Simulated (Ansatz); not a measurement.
# Liquid (Cs,Rb)F: a series in temperature

How do cells made at different temperatures differ in energy, pressure, forces, levels, charges and cost?

Computed with Ansatz 0.2.0: Kohn-Sham DFT, PBEsol, PAW (set soft_2). Every run is a single point, with the atoms held where the recipe put them (cutoff of the plane-wave runs 420 eV, gaussian smearing of 0.05 eV).

First member: 78 atoms (20 Cs, 19 Rb, 39 F) placed at random at 3.13 g/cm³, melted at 1600 K for 10 ps at fixed volume with the Lennard-Jones and Coulomb ion parameters for SPC/E (Joung and Cheatham, J. Phys. Chem. B 112, 9020 (2008)), full charges. Snapshot at the end of a hold of 15 ps at 1000 K and zero pressure.

Last member: 78 atoms (20 Cs, 19 Rb, 39 F) placed at random at 3.13 g/cm³, melted at 1600 K for 10 ps at fixed volume with the Lennard-Jones and Coulomb ion parameters for SPC/E (Joung and Cheatham, J. Phys. Chem. B 112, 9020 (2008)), full charges. Snapshot at the end of a hold of 15 ps at 1500 K and zero pressure.

The members:

| temperature (K) | reduced formula | atoms | valence electrons | k-mesh | basis | density (g/cm³) |
| --- | --- | --- | --- | --- | --- | --- |
| 1000 | Cs20Rb19F39 | 78 | 624 | 1×1×1 | plane waves | 3.60 |
| 1100 | Cs20Rb19F39 | 78 | 624 | 1×1×1 | plane waves | 3.19 |
| 1500 | Cs20Rb19F39 | 78 | 624 | 1×1×1 | plane waves | 2.86 |

Each cell is one sample from a classical run, so sample-to-sample scatter enters every column; pressures lack the kinetic term.

The input of the first member, without its atom lines; other members have their own cell and atoms, and may differ in mesh, basis and outputs:

```yaml
crystal:
  lattice:
    - [13.23787, 0.0, 0.0]
    - [0.0, 13.23787, 0.0]
    - [0.0, 0.0, 13.23787]
  atoms:
    [... 78 lines ...]
kpoints:
  mp_grid: { grid: [1, 1, 1] }
hamiltonian:
  xc: pbesol
scf:
  occupations: { method: gaussian, width: 0.05 }
output:
  forces: true
  stress: true
  populations: true
  dos:
    method: { smearing: { sigma: 0.1 } }
    de: 0.1
    projected: { site_lists: { Cs: [Cs], F: [F], Rb: [Rb] } }
  eigenvalues: true
  write_density: true
  write_potential: true
  volumetric_format: npy
```

**Question.** How do the results, the time and the memory go along the series?

Results; charges are mean Löwdin charges in e:

| temperature (K) | energy less the first member's (meV/atom) | pressure (GPa) | r.m.s. force (eV/Å) | gap (eV) | q(Rb) | q(F) | q(Cs) |
| --- | --- | --- | --- | --- | --- | --- | --- |
| 1000 | 0.0 | -0.721 | 0.304 | 3.75 | +0.86 | -0.78 | +0.93 |
| 1100 | 27.2 | -1.18 | 0.300 | 3.29 | +0.87 | -0.79 | +0.93 |
| 1500 | 79.7 | -1.29 | 0.337 | 3.06 | +0.88 | -0.79 | +0.93 |

The gap is that between the highest filled and lowest empty Kohn-Sham level on the run's k-points; tail or defect levels can set it. The projection misses up to 0.056 e an atom, so the charges add up to more than the cell's charge.

Cost on 8 threads of Arm Neoverse V1, shared host:

| temperature (K) | atoms | basis | k-mesh | SCF cycles | time | host memory (GiB) |
| --- | --- | --- | --- | --- | --- | --- |
| 1000 | 78 | plane waves | 1×1×1 | 9 | 22 s | 2.8 |
| 1100 | 78 | plane waves | 1×1×1 | 10 | 24 s | 3.1 |
| 1500 | 78 | plane waves | 1×1×1 | 11 | 30 s | 3.4 |

Times include the outputs that each run asked for, on hosts shared with other jobs.

**Reading.** The energy against the first member goes steadily from 0.0 meV/atom at 1000 to 79.7 meV/atom at 1500 K; each member is a single configuration. The gap goes steadily from 3.75 eV at 1000 to 3.06 eV at 1500 K; in single samples it varies with the configuration. The density spans 2.86 to 3.60 g/cm³, so the columns mix its effect with that of the temperature. The pressure goes steadily from -0.72 GPa at 1000 to -1.3 GPa at 1500 K.

**Limits.** No spin–orbit coupling is included, so levels derived from the heavy atoms are approximate. The starting topology of bonds comes from the classical model, and needn't be the one that DFT or experiment would give. The ion parameters were fitted for water, not for melts, so the density of this cell may lie well off the real melt's. The cells aren't relaxed by DFT, which could reorder their energies.

[Logs are printed without paths, hosts, clocks, repeated set-up lines and the standing remarks that a program may print on its own settings, such as how far it seeks lower states.]

[Hosts, paths, dates, database ids (printed as entryN), source tags and the programs' standing remarks are cut or masked in the printed files.]
